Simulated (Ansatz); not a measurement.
# Decaying states in the gap of YScIn2O6

Wanted: the relaxed cell of YScIn2O6, its band edges and its decay constants. It is built by putting In for B in the YScB2O6 structure of space group R-3, with the volume rescaled by atomic radii. The parent structure comes from the Materials Project.

Program: Ansatz 0.2.0. Level of theory: r2SCAN DFT, plane waves, PAW files, in the first sound run; inputs show where later runs differ. Results are calculated unless marked as measured.

Most raw output is cut from this account.

The structure was built from a prototype and need not be the compound's stable phase.

**1. The starting structure**

The structure is trigonal, space group R-3 (No. 148). The conventional cell has a = 5.268 Å, b = 5.268 Å, c = 17.294 Å, α = 90.00°, β = 90.00°, γ = 120.00°. Nearest to Y lie 6 O at 2.49 Å. Nearest to Sc lie 6 O at 2.29 Å. Nearest to In lie 3 O at 1.49 Å. O has 1 In at 1.49 Å and 1 Sc at 2.29 Å and 1 Y at 2.49 Å nearest. It derives from YScB2O6. In for B in the YScB2O6 structure of space group R-3. Farther neighbours and most contacts between anions are not listed.

**2. Relaxing the new crystal**

The substituted atoms don't fit the parent's cell, so cell and atoms relax together. A small smearing keeps the run stable in case the gap closes on the way.

Contents of input.yaml:

```yaml
crystal:
  lattice:
    - [2.634207231, 1.5208602539, 5.7646302104]
    - [-2.634207231, 1.5208602539, 5.7646302104]
    - [0.0, -3.0417205079, 5.7646302104]
  atoms:
    - { symbol: "Y", position: [0.5, 0.5, 0.5] }
    - { symbol: Sc, position: [0.0, 0.0, 0.0] }
    - { symbol: In, position: [0.255007, 0.255007, 0.255007] }
    - { symbol: In, position: [0.744993, 0.744993, 0.744993] }
    - { symbol: O, position: [0.233543, 0.54588, 0.981547] }
    - { symbol: O, position: [0.981547, 0.233543, 0.54588] }
    - { symbol: O, position: [0.54588, 0.981547, 0.233543] }
    - { symbol: O, position: [0.018453, 0.766457, 0.45412] }
    - { symbol: O, position: [0.45412, 0.018453, 0.766457] }
    - { symbol: O, position: [0.766457, 0.45412, 0.018453] }
kpoints:
  mp_grid: { grid: [6, 6, 6] }
scf:
  occupations: { method: gaussian, width: 0.03 }
hamiltonian:
  xc: r2scan
output:
  forces: true
  stress: true
relax:
  f_tol: 0.02
  max_steps: 60
  cell: {}
```

On the command line:

```sh
$ ansatz run input.yaml --threads 2 --pin off --max-ram 4096MiB --backend cpu --events-out ev --progress --plain --runs-dir out
```

Run time: 3.7 min. Hardware: 2 threads of Intel Xeon Platinum 8259CL at 2.50GHz (Skylake/Cascade Lake), shared host; peak memory 1.2 GiB.

The steps of the relaxation:

| step | energy less that of the first step (eV) | largest force component (eV/Å) | pressure (GPa) | volume (Å³) |
| --- | --- | --- | --- | --- |
| 1 | 0.0000 | 40.6787 | 123.87 | 138.57 |
| 2 | -33.8021 | 11.4306 | 29.80 | 144.71 |
| 3 | -39.2545 | 5.9981 | 14.85 | 140.78 |
| 4 | -42.1191 | 2.1339 | 6.96 | 135.34 |
| 5 | -42.9115 | 0.6631 | 2.60 | 134.20 |
| 6 | -43.2692 | 0.5004 | 0.51 | 135.12 |
| 7 | -43.5406 | 0.3442 | 0.43 | 136.78 |
| 8 | -43.5532 | 0.5802 | 1.48 | 139.89 |
| 9 | -43.6560 | 0.1848 | 0.54 | 139.08 |
| 10 | -43.6584 | 0.2543 | -0.36 | 139.79 |
| 11 | -43.6727 | 0.0067 | 0.03 | 139.55 |
| 12* | -43.6731 | 0.0066 | -0.16 | 139.55 |
| 13 | -43.6733 | 0.0075 | -0.01 | 139.38 |
| 14* | -43.6732 | 0.0076 | -0.01 | 139.38 |

Relaxation steps marked * repeat the geometry before them on a plane-wave basis chosen anew for their cell, so energy and pressure can jump there.

The run keeps the 6 symmetry operations that it works with, so distortions that break them were not tested.

| conventional cell, symmetrised | before | after | change |
| --- | --- | --- | --- |
| a (Å) | 5.268 | 5.508 | +4.6 % |
| b (Å) | 5.268 | 5.508 | +4.6 % |
| c (Å) | 17.294 | 15.912 | -8.0 % |
| volume (Å³/atom) | 13.86 | 13.94 | +0.6 % |

The atoms that moved most (Å, as changes of fractional coordinates times the final cell):

| atom | dx | dy | dz | length |
| --- | --- | --- | --- | --- |
| In3 | 0.000 | 0.000 | 0.761 | 0.761 |
| In4 | 0.000 | 0.000 | -0.761 | 0.761 |
| O7 | 0.453 | -0.170 | 0.154 | 0.508 |
| O5 | -0.079 | 0.478 | 0.154 | 0.508 |
| O6 | -0.374 | -0.307 | 0.154 | 0.508 |
| O10 | 0.079 | -0.478 | -0.154 | 0.508 |
| O8 | 0.374 | 0.307 | -0.154 | 0.508 |
| O9 | -0.453 | 0.170 | -0.154 | 0.508 |

The relaxed structure:

```
Y Sc In O
1.0
     2.75417    1.59012    5.30413
    -2.75417    1.59012    5.30413
     0.00000   -3.18025    5.30413
Y Sc In O
1 1 2 6
Direct
  0.50000 0.50000 0.50000
  0.00000 0.00000 0.00000
  0.30282 0.30282 0.30282
  0.69718 0.69718 0.69718
  0.27896 0.62001 0.89109
  0.89109 0.27896 0.62001
  0.62001 0.89109 0.27896
  0.10891 0.72104 0.37999
  0.37999 0.10891 0.72104
  0.72104 0.37999 0.10891
```

This step gave:

| Quantity | Value |
| --- | --- |
| free energy | -20647.4555 eV |
| Fermi energy | 8.812 eV |
| pressure | -0.006693 GPa |

The largest force component on a free atom ends at 0.0076 eV/Å.

**3. The bulk crystal and its band edges**

The energy window and the wavevectors of the next steps follow from the band edges, so these are searched first, off the mesh as well.

Contents of input.yaml:

```yaml
crystal:
  lattice:
    - [2.7541746478, 1.5901234743, 5.3041265622]
    - [-2.7541746478, 1.5901234743, 5.3041265622]
    - [0.0, -3.1802469486, 5.3041265621]
  atoms:
    - { symbol: "Y", position: [0.5, 0.5, 0.5] }
    - { symbol: Sc, position: [0.0, 0.0, 0.0] }
    - { symbol: In, position: [0.3028151308, 0.3028151308, 0.3028151308] }
    - { symbol: In, position: [0.6971848692, 0.6971848692, 0.6971848692] }
    - { symbol: O, position: [0.2789585372, 0.620008802, 0.8910934359] }
    - { symbol: O, position: [0.8910934359, 0.2789585372, 0.620008802] }
    - { symbol: O, position: [0.620008802, 0.8910934359, 0.2789585372] }
    - { symbol: O, position: [0.1089065641, 0.7210414628, 0.379991198] }
    - { symbol: O, position: [0.379991198, 0.1089065641, 0.7210414628] }
    - { symbol: O, position: [0.7210414628, 0.379991198, 0.1089065641] }
kpoints:
  mp_grid: { grid: [6, 6, 6] }
  band_path: { path: [VBM, CBM], npoints: 30 }
scf:
  occupations: { method: fixed }
hamiltonian:
  xc: r2scan
output:
  eigenvalues: true
  write_potential: true
  write_density: true
  volumetric_format: npy
```

Run time: 65 s. Hardware: 2 threads; peak memory 1 GiB.

This step gave:

| Property | Result |
| --- | --- |
| Fermi energy | 7.116 eV |
| gap on the k-mesh | 3.391 eV |
| gap on path | 3.369 eV, by band count; negative where bands overlap |
| direct gap on path | 3.508 eV |
| edge places on path | 0, 0.3695 1/A along the path |

The electronic bands at the labelled points (eV, zero at the Fermi level (highest filled level under fixed occupations); # counts the bands kept):

| point | #15 | #16 | #17 | #18 | #19 | #20 | #21 | #22 |
| --- | --- | --- | --- | --- | --- | --- | --- | --- |
| VBM | -0.41 | -0.32 | -0.20 | 0.02 | 4.40 | 5.65 | 5.91 | 6.00 |
| halfway | -0.30 | -0.23 | -0.09 | -0.02 | 3.71 | 5.77 | 5.86 | 5.92 |
| CBM | -0.16 | -0.15 | -0.13 | -0.13 | 3.39 | 5.84 | 5.84 | 5.89 |

The searched edges give 3.37 eV, under the 3.39 eV of the mesh, which misses an edge.

**4. Decaying states in the gap**

This step: r2SCAN DFT, plane waves, PAW files; complex bands by layer matching along the plane's normal (Ansatz 0.2.0).

The same crystal is laid in a cell whose first two vectors span the (001) plane (indices of the standard conventional cell, whose axes can be ordered otherwise than in the bulk input). At fixed energy and wavevector in the plane the solver finds all kz, real and complex. A few wavevectors are listed, (0, 0), (-0.3177, -0.2135) and (0.5, 0) in units of the plane's reciprocal vectors; the slowest state needn't be among them.

Contents of input.yaml:

```yaml
crystal:
  lattice:
    - [5.508349296, 0.0, 0.0]
    - [2.754174648, 4.770370423, 0.0]
    - [2.754174648, -1.590123474, 5.304126562]
  atoms:
    - { symbol: "Y", position: [0.0, 0.5, 0.5] }
    - { symbol: Sc, position: [0.0, 0.0, 0.0] }
    - { symbol: In, position: [0.6056302616, 0.6971848692, 0.0915546076] }
    - { symbol: In, position: [0.3943697384, 0.3028151308, 0.9084453924] }
    - { symbol: O, position: [0.8989673392, 0.379991198, 0.2099392249] }
    - { symbol: O, position: [0.1700519731, 0.7210414628, 0.2099392249] }
    - { symbol: O, position: [0.5111022379, 0.1089065641, 0.2099392249] }
    - { symbol: O, position: [0.8299480269, 0.2789585372, 0.7900607751] }
    - { symbol: O, position: [0.4888977621, 0.8910934359, 0.7900607751] }
    - { symbol: O, position: [0.1010326608, 0.620008802, 0.7900607751] }
kpoints:
  mp_grid: { grid: [6, 6, 6] }
scf:
  occupations: { method: fixed }
hamiltonian:
  xc: r2scan
output:
  eigenvalues: true
  transmission:
    leads: [[0, 0]]
    kpoints: [[0.0, 0.0], [-0.3177, -0.2135], [0.5, 0.0]]
    e_range: [-1.0, 4.37]
    de: 0.09
```

It took 89 s on 2 threads; peak memory 1.4 GiB.

This step gave:

```yaml
fermi_energy: 7.117 eV
level_to_which_the_leads_are_filled: 1.695 eV from the Fermi level
decay_constant_at_the_filling_level_zone_centre: 0.3230 Å⁻¹
decay_constant_at_the_filling_level_slowest_listed_point: 0.323 Å⁻¹
```

K parallel (0, 0); values up to 1.5 1/Å, a degenerate pair printed once or twice; energies at which all values exceed this have no row. Table of Im kz of the slowest decaying states by energy, zero at the highest filled level on the SCF mesh:

| energy (eV) | decay 1 (Å⁻¹) | decay 2 (Å⁻¹) | decay 3 (Å⁻¹) | decay 4 (Å⁻¹) |
| --- | --- | --- | --- | --- |
| -1.0000 | 0.275 | 0.539 | 1.38 | - |
| -0.7300 | 0.386 | 0.488 | 1.36 | - |
| -0.4600 | 0.380 | 0.454 | 1.34 | 1.49 |
| -0.2800 | 0.0791 | 0.0791 | 0.489 | 1.33 |
| -0.0100 | 0.131 | 0.221 | 0.234 | 0.533 |
| 0.2600 | 0.214 | 0.313 | 0.488 | 0.569 |
| 0.5300 | 0.261 | 0.373 | 0.594 | 0.599 |
| 0.7100 | 0.283 | 0.403 | 0.617 | 0.644 |
| 0.9800 | 0.305 | 0.439 | 0.641 | 0.703 |
| 1.2500 | 0.318 | 0.467 | 0.663 | 0.749 |
| 1.5200 | 0.324 | 0.489 | 0.682 | 0.787 |
| 1.7900 | 0.322 | 0.506 | 0.700 | 0.820 |
| 1.9700 | 0.316 | 0.516 | 0.711 | 0.839 |
| 2.2400 | 0.302 | 0.526 | 0.727 | 0.866 |
| 2.5100 | 0.279 | 0.534 | 0.743 | 0.889 |
| 2.7800 | 0.244 | 0.538 | 0.759 | 0.911 |
| 2.9600 | 0.211 | 0.539 | 0.770 | 0.926 |
| 3.2300 | 0.135 | 0.538 | 0.788 | 0.948 |
| 3.5000 | 0.535 | 0.809 | 0.965 | 0.973 |
| 3.7700 | 0.527 | 0.825 | 0.924 | 1.01 |
| 4.0400 | 0.517 | 0.802 | 0.919 | 1.00 |
| 4.2200 | 0.507 | 0.780 | 0.921 | 0.943 |

K parallel (-0.3177, -0.2135); values up to 1.5 1/Å, a degenerate pair printed once or twice; energies at which all values exceed this have no row. Im kz of the slowest decaying states against energy, zero at the highest filled level on the SCF mesh:

| energy (eV) | decay 1 (Å⁻¹) | decay 2 (Å⁻¹) | decay 3 (Å⁻¹) | decay 4 (Å⁻¹) |
| --- | --- | --- | --- | --- |
| -1.00 | 0.0770 | 0.146 | 0.202 | 0.226 |
| -0.82 | 0.0276 | 0.172 | 0.215 | 0.235 |
| -0.55 | 0.0228 | 0.209 | 0.285 | 0.326 |
| -0.37 | 0.00989 | 0.0216 | 0.112 | 0.117 |
| -0.19 | 0.0673 | 0.207 | 0.213 | 0.218 |
| -0.01 | 0.220 | 0.242 | 0.248 | 0.337 |
| 0.08 | 0.211 | 0.249 | 0.284 | 0.309 |
| 0.26 | 0.304 | 0.334 | 0.356 | 0.408 |
| 0.53 | 0.358 | 0.416 | 0.432 | 0.464 |
| 0.71 | 0.384 | 0.451 | 0.470 | 0.487 |
| 0.89 | 0.405 | 0.479 | 0.501 | 0.506 |
| 1.16 | 0.429 | 0.511 | 0.525 | 0.542 |
| 1.34 | 0.442 | 0.528 | 0.533 | 0.566 |
| 1.52 | 0.452 | 0.538 | 0.541 | 0.588 |
| 1.79 | 0.464 | 0.544 | 0.555 | 0.615 |
| 1.97 | 0.469 | 0.546 | 0.561 | 0.631 |
| 2.15 | 0.473 | 0.548 | 0.565 | 0.643 |
| 2.42 | 0.476 | 0.549 | 0.567 | 0.660 |
| 2.60 | 0.476 | 0.549 | 0.564 | 0.668 |
| 2.78 | 0.475 | 0.547 | 0.559 | 0.670 |
| 3.05 | 0.472 | 0.544 | 0.545 | 0.670 |
| 3.23 | 0.468 | 0.528 | 0.543 | 0.668 |
| 3.50 | 0.431 | 0.523 | 0.542 | 0.663 |
| 3.68 | 0.384 | 0.531 | 0.541 | 0.658 |
| 3.86 | 0.333 | 0.534 | 0.541 | 0.652 |
| 4.13 | 0.237 | 0.532 | 0.538 | 0.639 |
| 4.31 | 0.138 | 0.527 | 0.534 | 0.629 |

K parallel (0.5, 0); values up to 1.5 1/Å, a degenerate pair printed once or twice; energies at which all values exceed this have no row. Im kz of the slowest decaying states against energy, zero at the highest filled level on the SCF mesh:

| energy (eV) | decay 1 (Å⁻¹) | decay 2 (Å⁻¹) | decay 3 (Å⁻¹) | decay 4 (Å⁻¹) |
| --- | --- | --- | --- | --- |
| -1.00 | 0.131 | 0.172 | 0.237 | 0.410 |
| -0.82 | 0.0854 | 0.204 | 0.235 | 0.272 |
| -0.55 | 0.0328 | 0.0452 | 0.214 | 0.272 |
| -0.37 | 0.100 | 0.193 | 0.205 | 0.245 |
| -0.19 | 0.116 | 0.213 | 0.259 | 0.331 |
| -0.01 | 0.217 | 0.237 | 0.297 | 0.395 |
| 0.08 | 0.257 | 0.269 | 0.351 | 0.421 |
| 0.26 | 0.315 | 0.319 | 0.423 | 0.460 |
| 0.53 | 0.372 | 0.374 | 0.495 | 0.506 |
| 0.71 | 0.399 | 0.403 | 0.530 | 0.531 |
| 0.89 | 0.422 | 0.426 | 0.551 | 0.561 |
| 1.16 | 0.450 | 0.453 | 0.576 | 0.598 |
| 1.34 | 0.465 | 0.467 | 0.590 | 0.618 |
| 1.52 | 0.478 | 0.478 | 0.602 | 0.635 |
| 1.79 | 0.491 | 0.495 | 0.615 | 0.656 |
| 1.97 | 0.498 | 0.503 | 0.622 | 0.667 |
| 2.15 | 0.502 | 0.511 | 0.627 | 0.676 |
| 2.42 | 0.506 | 0.519 | 0.631 | 0.686 |
| 2.60 | 0.507 | 0.523 | 0.632 | 0.691 |
| 2.78 | 0.507 | 0.526 | 0.631 | 0.694 |
| 3.05 | 0.503 | 0.528 | 0.626 | 0.695 |
| 3.23 | 0.499 | 0.528 | 0.621 | 0.694 |
| 3.50 | 0.490 | 0.525 | 0.610 | 0.690 |
| 3.68 | 0.482 | 0.522 | 0.600 | 0.683 |
| 3.86 | 0.472 | 0.517 | 0.588 | 0.674 |
| 4.13 | 0.453 | 0.508 | 0.563 | 0.659 |
| 4.31 | 0.438 | 0.500 | 0.542 | 0.646 |

At the listed wavevectors the last open channel is at -0.01 eV and the next at +3.41 eV on the grid. At +1.70 eV, the grid energy nearest the filling level (the middle of the gap on the SCF mesh), the slowest state at the listed wavevectors decays with κ = 0.323 Å⁻¹, its amplitude falling by e over 3.1 Å. Through 1 nm of this crystal that state's transmission falls by exp(−2 × 0.323 Å⁻¹ × 10 Å) = 0.0016.

**5. Band edges at another level, cutoff 420 eV**

This step: PBEsol DFT, plane waves, PAW files (Ansatz 0.2.0).

The edges again with PBEsol, at the same atoms. Against that run the cutoff is 420 eV against 500.

Contents of input.yaml:

```yaml
crystal:
  lattice:
    - [2.7541746478, 1.5901234743, 5.3041265622]
    - [-2.7541746478, 1.5901234743, 5.3041265622]
    - [0.0, -3.1802469486, 5.3041265621]
  atoms:
    - { symbol: "Y", position: [0.5, 0.5, 0.5] }
    - { symbol: Sc, position: [0.0, 0.0, 0.0] }
    - { symbol: In, position: [0.3028151308, 0.3028151308, 0.3028151308] }
    - { symbol: In, position: [0.6971848692, 0.6971848692, 0.6971848692] }
    - { symbol: O, position: [0.2789585372, 0.620008802, 0.8910934359] }
    - { symbol: O, position: [0.8910934359, 0.2789585372, 0.620008802] }
    - { symbol: O, position: [0.620008802, 0.8910934359, 0.2789585372] }
    - { symbol: O, position: [0.1089065641, 0.7210414628, 0.379991198] }
    - { symbol: O, position: [0.379991198, 0.1089065641, 0.7210414628] }
    - { symbol: O, position: [0.7210414628, 0.379991198, 0.1089065641] }
kpoints:
  mp_grid: { grid: [6, 6, 6] }
  band_path: { path: [VBM, CBM], npoints: 30 }
scf:
  occupations: { method: fixed }
hamiltonian:
  xc: pbesol
output:
  eigenvalues: true
```

The job ended after 29 s (2 threads; peak memory 0.62 GiB; 57 s of CPU time).

This step gave:

- free energy: -20332.4542 eV
- Fermi energy: 7.347 eV
- gap on the k-mesh: 2.791 eV
- gap on path: 2.768 eV, by band count; negative where bands overlap
- direct gap on path: 2.908 eV
- edge places on path: 0, 0.3578 1/A along the path

Electronic bands along the path, in eV, zero at the Fermi level (highest filled level under fixed occupations); # counts the bands kept:

| point | #15 | #16 | #17 | #18 | #19 | #20 | #21 | #22 |
| --- | --- | --- | --- | --- | --- | --- | --- | --- |
| VBM | -0.41 | -0.32 | -0.19 | 0.02 | 3.76 | 5.04 | 5.33 | 5.42 |
| halfway | -0.30 | -0.22 | -0.08 | -0.02 | 3.10 | 5.17 | 5.28 | 5.34 |
| CBM | -0.15 | -0.14 | -0.14 | -0.13 | 2.79 | 5.25 | 5.25 | 5.30 |

The searched edges give 2.77 eV, under the 2.79 eV of the mesh, which misses an edge.

Between step 3 and this run (PBEsol and cutoff 420 eV) the value for the gap on path moves from 3.37 eV to 2.77 eV.

**6. Complex bands at another level, cutoff 420 eV**

This step: PBEsol DFT, plane waves, PAW files; complex bands by layer matching along the plane's normal (Ansatz 0.2.0).

The complex bands at that level, over its own gap, at (0, 0) and (-0.3073, -0.2083).

Contents of input.yaml:

```yaml
crystal:
  lattice:
    - [5.508349296, 0.0, 0.0]
    - [2.754174648, 4.770370423, 0.0]
    - [2.754174648, -1.590123474, 5.304126562]
  atoms:
    - { symbol: "Y", position: [0.0, 0.5, 0.5] }
    - { symbol: Sc, position: [0.0, 0.0, 0.0] }
    - { symbol: In, position: [0.6056302616, 0.6971848692, 0.0915546076] }
    - { symbol: In, position: [0.3943697384, 0.3028151308, 0.9084453924] }
    - { symbol: O, position: [0.8989673392, 0.379991198, 0.2099392249] }
    - { symbol: O, position: [0.1700519731, 0.7210414628, 0.2099392249] }
    - { symbol: O, position: [0.5111022379, 0.1089065641, 0.2099392249] }
    - { symbol: O, position: [0.8299480269, 0.2789585372, 0.7900607751] }
    - { symbol: O, position: [0.4888977621, 0.8910934359, 0.7900607751] }
    - { symbol: O, position: [0.1010326608, 0.620008802, 0.7900607751] }
kpoints:
  mp_grid: { grid: [6, 6, 6] }
scf:
  occupations: { method: fixed }
hamiltonian:
  xc: pbesol
output:
  eigenvalues: true
  transmission:
    leads: [[0, 0]]
    kpoints: [[0.0, 0.0], [-0.3073, -0.2083]]
    e_range: [-1.0, 3.77]
    de: 0.08
```

Elapsed: 56 s, on 2 threads; peak memory 0.88 GiB.

This step gave:

| Item | Value |
| --- | --- |
| level to which the leads are filled | 1.396 eV from the Fermi level |
| decay constant at the filling level, zone centre | 0.2865 Å⁻¹ |
| decay constant at the filling level, slowest listed point | 0.2865 Å⁻¹ |

K parallel (0, 0); values up to 1.5 1/Å, a degenerate pair printed once or twice; energies at which all values exceed this have no row. Im kz of the slowest decaying states against energy, zero at the highest filled level on the SCF mesh:

| energy (eV) | decay 1 (Å⁻¹) | decay 2 (Å⁻¹) | decay 3 (Å⁻¹) | decay 4 (Å⁻¹) |
| --- | --- | --- | --- | --- |
| -1.00 | 0.275 | 0.538 | 0.538 | 1.34 |
| -0.84 | 0.347 | 0.512 | 1.33 | 1.48 |
| -0.60 | 0.417 | 0.447 | 1.32 | 1.47 |
| -0.44 | 0.366 | 0.366 | 0.453 | 1.31 |
| -0.28 | 0.100 | 0.100 | 0.483 | 1.29 |
| -0.04 | 0.105 | 0.132 | 0.201 | 0.521 |
| 0.12 | 0.166 | 0.266 | 0.397 | 0.542 |
| 0.36 | 0.219 | 0.331 | 0.531 | 0.571 |
| 0.52 | 0.242 | 0.363 | 0.588 | 0.588 |
| 0.68 | 0.260 | 0.389 | 0.603 | 0.634 |
| 0.92 | 0.277 | 0.421 | 0.625 | 0.688 |
| 1.08 | 0.283 | 0.439 | 0.637 | 0.718 |
| 1.24 | 0.287 | 0.454 | 0.650 | 0.744 |
| 1.48 | 0.285 | 0.472 | 0.667 | 0.779 |
| 1.64 | 0.28 | 0.482 | 0.677 | 0.799 |
| 1.80 | 0.271 | 0.490 | 0.688 | 0.818 |
| 2.04 | 0.251 | 0.500 | 0.703 | 0.844 |
| 2.20 | 0.231 | 0.505 | 0.713 | 0.859 |
| 2.36 | 0.204 | 0.508 | 0.723 | 0.874 |
| 2.60 | 0.143 | 0.511 | 0.739 | 0.896 |
| 2.76 | 0.0593 | 0.511 | 0.750 | 0.910 |
| 3.00 | 0.509 | 0.770 | 0.933 | 0.952 |
| 3.16 | 0.506 | 0.787 | 0.920 | 0.950 |
| 3.32 | 0.502 | 0.801 | 0.89 | 0.970 |
| 3.56 | 0.492 | 0.779 | 0.887 | 1.01 |
| 3.72 | 0.484 | 0.757 | 0.889 | 0.957 |

K parallel (-0.3073, -0.2083); values up to 1.5 1/Å, a degenerate pair printed once or twice; energies at which all values exceed this have no row. The Im kz of the slowest decaying states by energy, zero at the highest filled level on the SCF mesh:

| energy (eV) | decay 1 (Å⁻¹) | decay 2 (Å⁻¹) | decay 3 (Å⁻¹) | decay 4 (Å⁻¹) |
| --- | --- | --- | --- | --- |
| -1.00 | 0.0916 | 0.150 | 0.173 | 0.226 |
| -0.84 | 0.0328 | 0.185 | 0.197 | 0.228 |
| -0.60 | 0.0978 | 0.216 | 0.299 | 0.335 |
| -0.44 | 0.0379 | 0.0427 | 0.088 | 0.182 |
| -0.28 | 0.0681 | 0.165 | 0.221 | 0.309 |
| -0.04 | 0.194 | 0.218 | 0.245 | 0.316 |
| 0.12 | 0.245 | 0.254 | 0.292 | 0.335 |
| 0.36 | 0.316 | 0.359 | 0.377 | 0.433 |
| 0.52 | 0.344 | 0.401 | 0.417 | 0.460 |
| 0.68 | 0.366 | 0.432 | 0.449 | 0.482 |
| 0.92 | 0.392 | 0.467 | 0.488 | 0.506 |
| 1.08 | 0.406 | 0.484 | 0.511 | 0.518 |
| 1.24 | 0.417 | 0.498 | 0.513 | 0.545 |
| 1.48 | 0.429 | 0.514 | 0.514 | 0.580 |
| 1.64 | 0.435 | 0.516 | 0.521 | 0.597 |
| 1.80 | 0.440 | 0.517 | 0.526 | 0.612 |
| 2.04 | 0.443 | 0.518 | 0.529 | 0.630 |
| 2.20 | 0.444 | 0.518 | 0.528 | 0.639 |
| 2.36 | 0.443 | 0.517 | 0.523 | 0.642 |
| 2.60 | 0.440 | 0.511 | 0.516 | 0.644 |
| 2.76 | 0.436 | 0.497 | 0.514 | 0.644 |
| 3.00 | 0.400 | 0.494 | 0.514 | 0.641 |
| 3.16 | 0.355 | 0.504 | 0.514 | 0.637 |
| 3.32 | 0.304 | 0.508 | 0.514 | 0.633 |
| 3.56 | 0.206 | 0.509 | 0.513 | 0.623 |
| 3.72 | 0.0922 | 0.506 | 0.510 | 0.615 |

At the listed wavevectors the last open channel is at -0.04 eV and the next at +2.84 eV on the grid. At +1.40 eV, the grid energy nearest the filling level (the middle of the gap on the SCF mesh), the slowest state at the listed wavevectors decays with κ = 0.286 Å⁻¹, its amplitude falling by e over 3.5 Å; the first such run, plane (001), gave 0.323 Å⁻¹ over as many of its listed wavevectors.

[end of part 1 of 2]

[Logs are printed without paths, hosts, clocks, repeated set-up lines and the standing remarks that a program may print on its own settings, such as how far it seeks lower states.]

[Hosts, paths, dates, database ids (printed as entryN), source tags and the programs' standing remarks are cut or masked in the printed files.]
